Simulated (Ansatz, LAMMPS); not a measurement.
# Glassy 63ZnO-37GeO2 (mol %) (102 atoms): where an added charge goes, part 2 of 4

Does an extra electron or hole in glassy 63ZnO-37GeO2 (mol %) (102 atoms) stay spread out, or do the atoms trap it?

Ansatz 0.2.0; Kohn-Sham DFT, PBE, PAW (set soft_1), plane waves; PAW set soft_1.

The cell: 27 Zn, 16 Ge and 59 O. The quench rate of 50 K/ps far exceeds what a furnace or splat quench reaches. The network of bonds at the start is that of the classical potential that made the cell. The Brillouin zone is sampled at Γ only, in a cell whose shortest periodic width is 11 Å.

So far. Step 2 (Single point at the start): The r.m.s. force at the start is 0.83 eV/Å. Step 3 (Relaxation): The relaxation converged after 17 steps, 6.78 eV below its start, with a largest force component of 0.020 eV/Å.

## 4. Single point at the relaxed geometry

One more single point at the end of the walk gives the fuller output and checks the residual forces.

input.yaml reads:

```yaml
crystal:
  lattice:
    - [11.17787, 0.0, 0.0]
    - [0.0, 11.17787, 0.0]
    - [0.0, 0.0, 11.17787]
  atoms:
    - { symbol: Zn, position: [0.41548, 0.31267, 0.25001] }
    - { symbol: Zn, position: [0.50797, 0.79743, 0.32703] }
    - { symbol: Zn, position: [0.71928, 0.4867, 0.05818] }
    - { symbol: Zn, position: [0.81165, 0.07743, 0.48939] }
    - { symbol: Zn, position: [0.40943, 0.17788, 0.49365] }
    - { symbol: Zn, position: [0.48887, 0.31542, 0.99432] }
    [... 90 atom lines left out ...]
    - { symbol: O, position: [0.84415, 0.07015, 0.85693] }
    - { symbol: O, position: [0.42386, 0.49045, 0.26743] }
    - { symbol: O, position: [0.44944, 0.05294, 0.59513] }
    - { symbol: O, position: [0.96578, 0.7835, 0.55034] }
    - { symbol: O, position: [0.22877, 0.72027, 0.62735] }
    - { symbol: O, position: [0.75406, 0.65473, 0.64622] }
kpoints:
  mp_grid: { grid: [1, 1, 1] }
hamiltonian:
  xc: pbe
  pseudopotentials: { kind: paw, azcp: { folder: soft_1 } }
scf:
  occupations: { method: fixed }
output:
  forces: true
  stress: true
  populations: true
  dos:
    method: { smearing: { sigma: 0.15 } }
    de: 0.1
    projected: { site_lists: { Ge: [Ge], O: [O], Zn: [Zn] } }
  eigenvalues: true
  write_density: true
  write_potential: true
  volumetric_format: npy
  elf: true
```

On the command line:

```
> ansatz run input.yaml --threads 4 --pin off --max-ram 8192MiB --backend cpu --events-out ev --progress --plain --runs-dir out
```

The log of the run:

```text
[...]
Crystal: 102 atoms, lattice volume = 1396.616 Å³
Basis set: ecut = 420 eV, 27201 PW (Γ), exchange–correlation on 150×150×150 points (8 copies of the dense FFT grid, shifted against one another)
Bands: 553, of which v1, the nominal top of the filled ones, is band 451 counted from 1 (450 counted from 0)
Symmetry: 1 space group operations
[...]
k-points: 1
[...]
SCF iter   1: F=—  HF=-191840.056276 eV  |F-HF|=—  |Δ(HF+E_count)|=         —  Δρ=1.03e-1  dr2=9.99e1  ethr=3.10e-3  ⟨swp⟩=5.0  Hψ=1928  notcnv=0  defer=98
[...]
SCF iter  14: F=-191809.570870 eV  HF=-191809.570870 eV  |F-HF|=6.41e-8  |Δ(HF+E_count)|=   1.64e-7  Δρ=2.07e-6  dr2=7.23e-8  ethr=1.11e-11  ⟨swp⟩=16.0  Hψ=5129  notcnv=0
SCF 1 converged in 14 iterations: F = -191809.570870 eV  dr2 = 7.23e-8
[...]
SCF converged after 14 iterations
Free energy (F): -191809.570870 eV
[...]
Internal energy: -191809.570870 eV  (E = F + TS)
E sigma→0 (E₀):  -191809.570870 eV
Fermi energy:    5.395241 eV
[...]
--- Forces (eV/Å), atoms counted from 1 ---
  atom   1  Zn     0.00348634    -0.00720463    -0.00950576
  atom   2  Zn    -0.00235701     0.00502277    -0.00654491
  atom   3  Zn     0.01705866    -0.01210387     0.00240640
  atom   4  Zn    -0.00121526     0.00526747     0.00195877
  atom   5  Zn    -0.00252377    -0.00239385     0.00249339
  atom   6  Zn    -0.00985314    -0.00553213     0.00146553
  atom   7  Zn    -0.00274593     0.00177287    -0.00202953
  atom   8  Zn     0.00532928    -0.00587664    -0.00231692
  atom   9  Zn     0.00243536     0.00880875     0.00192162
  atom  10  Zn     0.00003927     0.00274652    -0.00256016
  atom  11  Zn     0.00702112    -0.00061610    -0.00323260
  atom  12  Zn    -0.00395894     0.00257436     0.00049186
  atom  13  Zn    -0.00399240     0.00751159     0.00105711
  atom  14  Zn    -0.00191889    -0.00252276    -0.00370719
[...]
atom 101  O     -0.00087467     0.00356335     0.00345029
  atom 102  O      0.00240891     0.00017975    -0.00069408
  max |Σ_I F_I| component: 4.02e-5 eV/Å
--- Stress (GPa, compression-positive) ---
       -0.436454      -0.176008       0.302188
       -0.176008       0.710461       0.089011
        0.302188       0.089011       1.437492
  P = ⅓ Tr σ = 0.5705 GPa (5.705 kbar)
--- Band table (eV) ---
[...]
--- Löwdin populations: 102 sites ---
  site symbol       q [e]
     0     Zn     10.5572
     1     Zn     10.5125
     2     Zn     10.5081
[...]
101      O      7.2501
  spilling = 0.007435 (of n_electrons = 902.000000)
```

Wall time 61 s (4 threads of Intel Xeon Platinum 8488C (Sapphire Rapids), shared host); peak memory 2.3 GiB.

The run gave:

```
free energy                                      : -191809.5709 eV
free energy per atom                             : -1880.4860 eV/atom
SCF cycles                                       : 14
pressure                                         : 0.5705 GPa
r.m.s. force component                           : 0.00488 eV/Å
longest force                                    : 0.02382 eV/Å
Fermi energy                                     : 5.395 eV
gap (highest filled to lowest empty level) : 1.071 eV
spilling of the projection                       : 0.007435
```

Löwdin charges by element and coordination (they lack the spilled electrons, 0.066 e an atom on average):

| element | coordination | atoms | mean charge (e) | spread | least | most |
| --- | --- | --- | --- | --- | --- | --- |
| Ge | all | 16 | 1.41 | 0.0386 | 1.34 | 1.49 |
| Ge | 4 | 14 | 1.42 | 0.0361 | 1.37 | 1.49 |
| Ge | 5 | 2 | 1.37 | 0.0323 | 1.34 | 1.41 |
| O | all | 59 | -0.942 | 0.169 | -1.27 | -0.666 |
| O | 2 | 10 | -0.753 | 0.0887 | -0.899 | -0.666 |
| O | 3 | 38 | -0.923 | 0.110 | -1.25 | -0.742 |
| O | 4 | 11 | -1.18 | 0.116 | -1.27 | -0.981 |
| Zn | all | 27 | 1.47 | 0.0217 | 1.44 | 1.52 |
| Zn | 3 | 2 | 1.47 | 0.0122 | 1.46 | 1.48 |
| Zn | 4 | 19 | 1.47 | 0.0228 | 1.44 | 1.52 |
| Zn | 5 | 6 | 1.47 | 0.0202 | 1.44 | 1.50 |

Density of states as counts of states in windows of 1 eV (from the Fermi level), total and the larger projections:

| from (eV) | to (eV) | total | O p | Zn d |
| --- | --- | --- | --- | --- |
| -10 | -9 | 7.2 | 3.7 | 0.2 |
| -9 | -8 | 11.7 | 6.0 | 0.8 |
| -8 | -7 | 11.9 | 6.2 | 1.3 |
| -7 | -6 | 47.1 | 18.8 | 22.8 |
| -6 | -5 | 145.9 | 35.2 | 102.7 |
| -5 | -4 | 129.3 | 25.9 | 95.8 |
| -4 | -3 | 69.6 | 39.5 | 21.3 |
| -3 | -2 | 76.1 | 60.5 | 9.7 |
| -2 | -1 | 85.0 | 73.3 | 8.0 |
| -1 | 0 | 38.9 | 32.7 | 4.8 |
| 0 | 1 | 1.8 | 1.0 | 0.1 |
| 1 | 2 | 1.2 | 0.1 | 0.0 |
| 2 | 3 | 3.2 | 0.9 | 0.0 |
| 3 | 4 | 15.1 | 4.0 | 0.1 |
| 4 | 5 | 21.5 | 5.2 | 0.1 |

With fixed occupations the program's Fermi level is the highest filled level; weight inside the gap is the broadening of levels at its edges.

Between -26 and -10 eV lie 278 more states.

The levels nearest the highest filled one (over half full), pooled over k-points and spins:

| level less the highest filled one (eV) | occupation |
| --- | --- |
| -0.390 | 2 |
| -0.315 | 2 |
| -0.233 | 2 |
| -0.131 | 2 |
| -0.091 | 2 |
| 0 | 2 |
| 1.07 | 0 |
| 2.94 | 0 |
| 3.03 | 0 |
| 3.14 | 0 |
| 3.23 | 0 |
| 3.39 | 0 |

Valence density in the ab plane at fractional z = 0.590, with atoms of Zn and Ge and O within 0.2 Å of it. It is the smooth field of the valence electrons, not physical close to the nuclei.

Values in e/Å³, 13 rows by 16 columns, each cell a mean:
```
 0  1  2  1  0  0  0  0  0  0  1  5  1  0  0  0
 0  0  0  0  0  0  0  0  0  0  0  1  1  1  0  0
 1  0  0  0  0  0  0  0  0  0  0  0  1  2  1  2
 0  0  0  2  1  0  0  0  1 14  3  0  0  0  0  1
 0  0  0  1  0  0  0  0  1  3  1  1  1  0  5  2
 0  0  0  0  0  0  0  1  1  0  0  0  0  0  8  3
 0  0  0  0  0  0  0  0  6  2  0  0  0  0  0  0
 1  0  0  0  0  1  2  1 14  4  0  0  0  0  0  1
 1  0  0  0  0  1  5  1  0  0  0  0  0  0  7  2
 0  0  0  0  0  0  0  0  0  0  0  0  1  1 13  4
 2  1  2  0  0  0  0  0  0  0  0  0  0  0  0  3
 2  2 19  2  0  0  1  2  0  0  0  0  0  0  0  2
 0  0  1  0  0  0  2  5  1  0  1  2  1  0  0  0
```
Columns run along a (11.2 Å), rows up along b (11.2 Å). Atoms in or near the plane, at fractional coordinates: Zn at (0.92, 0.60), Zn at (0.60, 0.71), Ge at (0.54, 0.44), Ge at (0.91, 0.29), Ge at (0.14, 0.11), O at (0.99, 0.15), O at (0.71, 0.97), O at (0.40, 0.36), O at (0.45, 0.05).

ELF in the ab plane at fractional z = 0.590, with atoms of Zn and Ge and O within 0.2 Å of it. It is the smooth field of the valence electrons, not physical close to the nuclei.

Ten even steps from '_' (0.00) to '@' (0.84), each cell a mean:
```
__..++%%@@@@@@##--____--**####++------++%%**++%%%%--__________
__..--##@@@@%%**::______..........::::==%%%%%%@@**::..________
......::--==--..________________........==####==........::--::
++::........__________________....________......______..==##%%
@@==......::==++++--________________............______::##@@@@
@@++....::**%%@@@@**..__________......................::##@@@@
**--....==%%@@%%@@##::__________..______....==**==::....==**##
::..____--%%@@@@%%++::______......______..--##@@%%**........::
..______..==++++==::..__..--**##==........==%%@@@@++..______..
..______________________--##@@@@%%==..__..--**%%##::..______..
..______________________--**%%%%##==..______::--::......____..
....____________________..::++++==--::....__________..........
%%##==..____________....::::::::....::--::..__________..::==##
@@@@%%--__________..==####**==::::..::::..____________::==%%@@
@@@@%%==________..--%%@@%%%%%%==::::::::..__________..--==##@@
####++..__________--%%%%++##%%==::::::..______....::----::==**
--::..____________..++%%@@@@##--____..______::++++==--..::..--
--..______..::..____..--++==::..__________::**@@%%##==......--
##**--..::::----::______....______________--##@@@@##==::--++##
##%%++--::------::..__............________..==****==....++%%##
**%%++::....--::..____..::==****==::__________......__..**@@##
%%**--::::..::::..____==%%@@%%@@##==::..............__..++@@@@
--::::--======::____..**@@##++%%##==--::--++**==::....__..==++
__..==##%%%%##==..__..**@@@@%%%%**==--==##%%@@@@**::__________
```
Columns run along a (11.2 Å), rows up along b (11.2 Å). Atoms in or near the plane, at fractional coordinates: Zn at (0.92, 0.60), Zn at (0.60, 0.71), Ge at (0.54, 0.44), Ge at (0.91, 0.29), Ge at (0.14, 0.11), O at (0.99, 0.15), O at (0.71, 0.97), O at (0.40, 0.36), O at (0.45, 0.05).

Between filled and empty levels lie 1.07 eV (at Γ alone); a semilocal functional tends to put such gaps too low. In a disordered cell it changes from sample to sample, and tail or defect levels can set it. Mean Löwdin charges: Ge +1.41, O -0.94, Zn +1.47 e (they miss 0.74 % of the electrons, so they add up to more than the cell's charge).

## 5. An extra electron, atoms held

The electron count changes by one with the atoms held: a vertical process, on a uniform background, with spin and a narrow Fermi–Dirac smearing. Its energy against the neutral cell hangs on the program's zero of potential.

input.yaml reads:

```yaml
crystal:
  lattice:
    - [11.17787, 0.0, 0.0]
    - [0.0, 11.17787, 0.0]
    - [0.0, 0.0, 11.17787]
  atoms:
    [... the 102 atom lines of step 4 ...]
total_charge: -1
kpoints:
  mp_grid: { grid: [1, 1, 1] }
hamiltonian:
  xc: pbe
  pseudopotentials: { kind: paw, azcp: { folder: soft_1 } }
scf:
  occupations: { method: fermi_dirac, width: 0.01 }
  lower_state_search: "off"
output:
  forces: true
  stress: true
  populations: true
  dos:
    method: { smearing: { sigma: 0.15 } }
    de: 0.1
    projected: { site_lists: { Ge: [Ge], O: [O], Zn: [Zn] } }
  eigenvalues: true
  write_density: true
  write_potential: true
  volumetric_format: npy
magnetization:
  spin_polarized: true
  initial_magnetization: 1
```

The log of the run:

```text
[...]
Crystal: 102 atoms, lattice volume = 1396.616 Å³
Basis set: ecut = 420 eV, 27201 PW (Γ), exchange–correlation on 150×150×150 points (8 copies of the dense FFT grid, shifted against one another)
Bands: 554, of which v1, the nominal top of the filled ones, is band 452 counted from 1 (451 counted from 0)
Symmetry: 1 space group operations
[...]
k-points: 1
[...]
Starting moments: Σ|m| = 1 μB on 102 of 102 sites
[...]
SCF iter   1: F=—  HF=-191830.858032 eV  |F-HF|=—  |Δ(HF+E_count)|=         —  Δρ=5.01e-2 (↑4.86e-2 ↓5.01e-2)  dr2=9.43e1  dr2_m=1.13e-2  M=1.000 μB ∫|m|=1.018 μB  β_m=1.00  ethr=3.10e-3  ⟨swp⟩=6.0  Hψ=4600  notcnv=0  defer=2
[...]
spin=Collinear: Resta preconditioning applied to the charge; magnetization (m = ρ↑ − ρ↓) channel mixes plain (no charge-response kernel on spin).
SCF iter   2: F=—  HF=-191811.316421 eV  |F-HF|=—  |Δ(HF+E_count)|=         —  Δρ=2.74e-2 (↑2.73e-2 ↓2.74e-2)  dr2=3.31e1  dr2_m=1.36e-3  M=0.640 μB ∫|m|=0.696 μB  β_m=0.30  ethr=3.10e-3  ⟨swp⟩=2.0  Hψ=1896  notcnv=0  defer=192
[...]
SCF iter   8: F=—  HF=-191803.113774 eV  |F-HF|=—  |Δ(HF+E_count)|=   9.07e-3  Δρ=3.52e-4 (↑3.52e-4 ↓3.52e-4)  dr2=3.36e-3  dr2_m=2.09e-4  M=0.356 μB ∫|m|=0.400 μB  β_m=0.30  ethr=1.28e-6  ⟨swp⟩=2.0  Hψ=1705  notcnv=0  defer=192
[...]
spin-set hold released at iteration 8 (site moments contracting): the magnetisation degrees of freedom join the quasi-Newton model from the next iteration; the mixer history was flushed
SCF iter   9: F=—  HF=-191803.117789 eV  |F-HF|=—  |Δ(HF+E_count)|=   4.02e-3  Δρ=2.92e-4 (↑2.85e-4 ↓2.92e-4)  dr2=2.35e-3  dr2_m=1.41e-4  M=0.334 μB ∫|m|=0.374 μB  β_m=0.57  ethr=3.73e-7  ⟨swp⟩=3.0  Hψ=1512  notcnv=0  defer=192
SCF iter  10: F=—  HF=-191803.124351 eV  |F-HF|=—  |Δ(HF+E_count)|=   6.56e-3  Δρ=7.37e-5 (↑7.03e-5 ↓7.37e-5)  dr2=2.52e-4  dr2_m=3.18e-5  M=0.235 μB ∫|m|=0.264 μB  β_m=0.65  ethr=2.60e-7  ⟨swp⟩=2.5  Hψ=1565  notcnv=0  defer=192
[...]
SCF iter  18: F=-191803.122848 eV  HF=-191803.122848 eV  |F-HF|=2.07e-8  |Δ(HF+E_count)|=   1.61e-8  Δρ=1.16e-6 (↑1.12e-6 ↓1.16e-6)  dr2=6.00e-8  dr2_m=1.96e-9  M=0.002 μB ∫|m|=0.002 μB  β_m=0.76  ethr=1.11e-11  ⟨swp⟩=16.0  Hψ=9584  notcnv=0
SCF iter  19: F=-191803.122848 eV  HF=-191803.122848 eV  |F-HF|=2.33e-9  |Δ(HF+E_count)|=   5.13e-8  Δρ=5.86e-7 (↑5.86e-7 ↓5.00e-7)  dr2=1.50e-8  dr2_m=2.11e-10  M=0.000 μB ∫|m|=0.001 μB  ethr=6.65e-12  ⟨swp⟩=6.0  Hψ=6531  notcnv=0
WARN: the starting moments were not kept: the SCF closed with an absolute magnetisation of 5.0e-4 μB, where they sum to 1 μB in size (102 sites). That is at most 0.1 of that sum. Measured as dr2_m measures the in/out step, that magnetisation stands 1.6e-9 eV from none, [...]
SCF 1 converged in 19 iterations: F = -191803.122848 eV  dr2 = 1.50e-8
[...]
SCF converged after 19 iterations
Magnetization: 0.0004 μB (451.5002 up, 451.4998 down)
Absolute magnetization: 0.0005 μB (∫|ρ↑−ρ↓|, with the PAW one-centre terms)
[...]
Per-site moments (μB) at R_I (Å): [(3.922249e-7, 0.787681), (7.613729e-7, 0.774872), (7.546023e-7, 0.798726), (1.305118e-6, 0.757784), (6.878211e-7, 0.764752), [...]
Free energy (F): -191803.122848 eV
[...]
Internal energy: -191803.108986 eV  (E = F + TS)
E sigma→0 (E₀):  -191803.115917 eV
Entropy (-TS):   -0.013863 eV (-0.136 meV/atom)
Fermi energy:    6.457850 eV
[...]
Σ components = -191803.122848   (vs F -191803.122848, Δ=0.00e0)
--- Forces (eV/Å), atoms counted from 1 ---
  atom   1  Zn    -0.01888438    -0.00968614     0.02155485
  atom   2  Zn    -0.00288595     0.01110608     0.00991662
  atom   3  Zn     0.03952771    -0.00436579    -0.00571109
  atom   4  Zn    -0.00855609    -0.01143262     0.01851496
[...]
atom 102  O      0.01938031    -0.01802284     0.01679156
  max |Σ_I F_I| component: 3.18e-5 eV/Å
--- Stress (GPa, compression-positive) ---
        0.035390      -0.192813       0.245409
       -0.192813       1.202834       0.085154
        0.245409       0.085154       1.869899
  P = ⅓ Tr σ = 1.0360 GPa (10.360 kbar)
--- Band table (eV) ---
[...]
--- Löwdin populations: 102 sites ---
  site symbol       q [e]    m [muB]
     0     Zn     10.5657     0.0000
     1     Zn     10.5288     0.0000
     2     Zn     10.5207     0.0000
[...]
101      O      7.2551     0.0000
  spilling = 0.007471 (of n_electrons = 903.000000)
```

The job ended after 2.6 min (4 threads; peak memory 3.9 GiB; 9.6 min of CPU time).

The program notes that starting moments were not kept.

An extra electron, atoms held: the energy stands 6.45 eV above that of the reference. An odd electron should give 1 μB; this run ended with the carrier shared between both spins.

The levels nearest the highest filled one (over half full), pooled over k-points and spins:

| level less the highest filled one (eV) | occupation |
| --- | --- |
| -1.09 | 1 |
| -1.09 | 1 |
| 0 | 0.5 |
| 0 | 0.5 |
| 1.90 | 0 |
| 1.90 | 0 |
| 1.96 | 0 |
| 1.96 | 0 |

## 6. An extra electron, atoms relaxed

The atoms now respond to the charge; the energy gained comes from screening by the atoms, from trapping if the charge localises, and from any strain left in the reference.

input.yaml, the sections that differ from step 5:

```yaml
output:
  forces: true
relax:
  f_tol: 0.05
  max_steps: 90
# crystal, total_charge, kpoints, hamiltonian, scf, magnetization: as in step 5
```

The log of the run:

```text
[...]
Crystal: 102 atoms, lattice volume = 1396.616 Å³
Basis set: ecut = 420 eV, 27201 PW (Γ), exchange–correlation on 150×150×150 points (8 copies of the dense FFT grid, shifted against one another)
Bands: 554, of which v1, the nominal top of the filled ones, is band 452 counted from 1 (451 counted from 0)
Symmetry: 1 space group operations
[...]
k-points: 1
[...]
Starting moments: Σ|m| = 1 μB on 102 of 102 sites
[...]
SCF iter   1: F=—  HF=-191830.858032 eV  |F-HF|=—  |Δ(HF+E_count)|=         —  Δρ=5.01e-2 (↑4.86e-2 ↓5.01e-2)  dr2=9.43e1  dr2_m=1.13e-2  M=1.000 μB ∫|m|=1.018 μB  β_m=1.00  ethr=3.10e-3  ⟨swp⟩=6.0  Hψ=4600  notcnv=0  defer=2
[...]
SCF iter   2: F=—  HF=-191811.316417 eV  |F-HF|=—  |Δ(HF+E_count)|=         —  Δρ=2.74e-2 (↑2.73e-2 ↓2.74e-2)  dr2=3.31e1  dr2_m=1.36e-3  M=0.640 μB ∫|m|=0.696 μB  β_m=0.30  ethr=3.10e-3  ⟨swp⟩=2.0  Hψ=1896  notcnv=0  defer=192
[...]
SCF iter   8: F=—  HF=-191803.111773 eV  |F-HF|=—  |Δ(HF+E_count)|=   7.05e-3  Δρ=3.52e-4 (↑3.52e-4 ↓3.51e-4)  dr2=3.37e-3  dr2_m=2.09e-4  M=0.356 μB ∫|m|=0.400 μB  β_m=0.30  ethr=1.28e-6  ⟨swp⟩=2.0  Hψ=1892  notcnv=0  defer=192
[...]
SCF iter  10: F=—  HF=-191803.122350 eV  |F-HF|=—  |Δ(HF+E_count)|=   6.56e-3  Δρ=7.30e-5 (↑7.30e-5 ↓7.23e-5)  dr2=2.56e-4  dr2_m=3.18e-5  M=0.235 μB ∫|m|=0.264 μB  β_m=0.65  ethr=2.60e-7  ⟨swp⟩=2.5  Hψ=1565  notcnv=0  defer=192
[...]
SCF iter  16: F=-191803.122844 eV  HF=-191803.122845 eV  |F-HF|=7.01e-7  |Δ(HF+E_count)|=   8.97e-6  Δρ=9.40e-6 (↑9.40e-6 ↓8.63e-6)  dr2=1.63e-6  dr2_m=5.73e-7  M=0.034 μB ∫|m|=0.038 μB  β_m=0.88  ethr=7.48e-11  ⟨swp⟩=1.0  Hψ=3562  notcnv=0
SCF iter  17: F=-191803.122848 eV  HF=-191803.122848 eV  |F-HF|=7.78e-8  |Δ(HF+E_count)|=   3.29e-6  Δρ=2.64e-6 (↑2.08e-6 ↓2.64e-6)  dr2=2.08e-7  dr2_m=1.02e-8  M=0.004 μB ∫|m|=0.004 μB  ethr=7.48e-11  ⟨swp⟩=1.0  Hψ=3562  notcnv=0
[...]
SCF 1 converged in 17 iterations: F = -191803.122848 eV  dr2 = 2.08e-7
[...]
relax step   1: F+E_penalty+E_count = -191803.12284830 eV  Δ(F+E_penalty+E_count) = +0.000e0 eV  max|allowed force component| = 9.737e-2 eV/Å  Δτ_max = 0.0000 Å  (17 SCF iters, dr2 threshold 6.25e-5 eV, accepted)
[...]
relax step   2: F+E_penalty+E_count = -191803.12931338 eV  Δ(F+E_penalty+E_count) = -6.465e-3 eV  max|allowed force component| = 6.225e-2 eV/Å  Δτ_max = 0.0090 Å  (10 SCF iters, accepted)
[...]
relax step   3: F+E_penalty+E_count = -191803.13446158 eV  Δ(F+E_penalty+E_count) = -5.148e-3 eV  max|allowed force component| = 2.236e-2 eV/Å  Δτ_max = 0.0203 Å  (8 SCF iters, accepted)
SCF converged after 8 iterations
Magnetization: 0.0004 μB (451.5002 up, 451.4998 down)
Absolute magnetization: 0.0004 μB (∫|ρ↑−ρ↓|, with the PAW one-centre terms)
[...]
Per-site moments (μB) at R_I (Å): [(3.412071e-7, 0.787982), (6.369450e-7, 0.775286), (6.229467e-7, 0.798937), (1.097982e-6, 0.758906), (5.940299e-7, 0.765530), [...]
Free energy (F): -191803.134462 eV
[...]
Internal energy: -191803.120599 eV  (E = F + TS)
E sigma→0 (E₀):  -191803.127530 eV
Entropy (-TS):   -0.013863 eV (-0.136 meV/atom)
Fermi energy:    6.436923 eV
[...]
Σ components = -191803.134462   (vs F -191803.134462, Δ=0.00e0)
--- Forces (eV/Å), atoms counted from 1 ---
  atom   1  Zn    -0.00204685     0.00086757    -0.00038416
  atom   2  Zn     0.01465260     0.00568925    -0.00026752
  atom   3  Zn     0.00203735     0.00465264    -0.00154167
  atom   4  Zn     0.00795913    -0.00973594     0.00055659
[...]
atom 102  O      0.00480897    -0.00375060    -0.00134057
  max |Σ_I F_I| component: 4.10e-4 eV/Å
--- Relaxed structure (3 steps of the walk, 3 accepted, 0 SCFs on fresh bases) ---
  F+E_penalty+E_count = -191803.13446158 eV   max|allowed force component| = 2.236e-2 eV/Å
  atoms:
    - { symbol: Zn, position: [0.415259, 0.312600, 0.250436] }
    - { symbol: Zn, position: [0.507923, 0.797935, 0.327409] }
    - { symbol: Zn, position: [0.719381, 0.487054, 0.057988] }
    - { symbol: Zn, position: [0.812000, 0.077996, 0.489123] }
[...]
- { symbol: O, position: [0.754168, 0.655094, 0.646212] }
```

Elapsed: 3.9 min, on 4 threads; peak memory 3.8 GiB.

The relaxation converged after 3 steps, 0.0116 eV below its start, with a largest force component of 0.022 eV/Å.

An extra electron, atoms relaxed: the energy stands 6.44 eV above that of the reference. An odd electron should give 1 μB; this run ended with the carrier shared between both spins.

(Part 2 of 4 ends here.)

[Long decimals in the printed logs are rounded to 6 places.]

[Logs are printed without paths, hosts, clocks, repeated set-up lines and the standing remarks that a program may print on its own settings, such as how far it seeks lower states.]

[Hosts, paths, dates, database ids (printed as entryN), source tags and the programs' standing remarks are cut or masked in the printed files.]
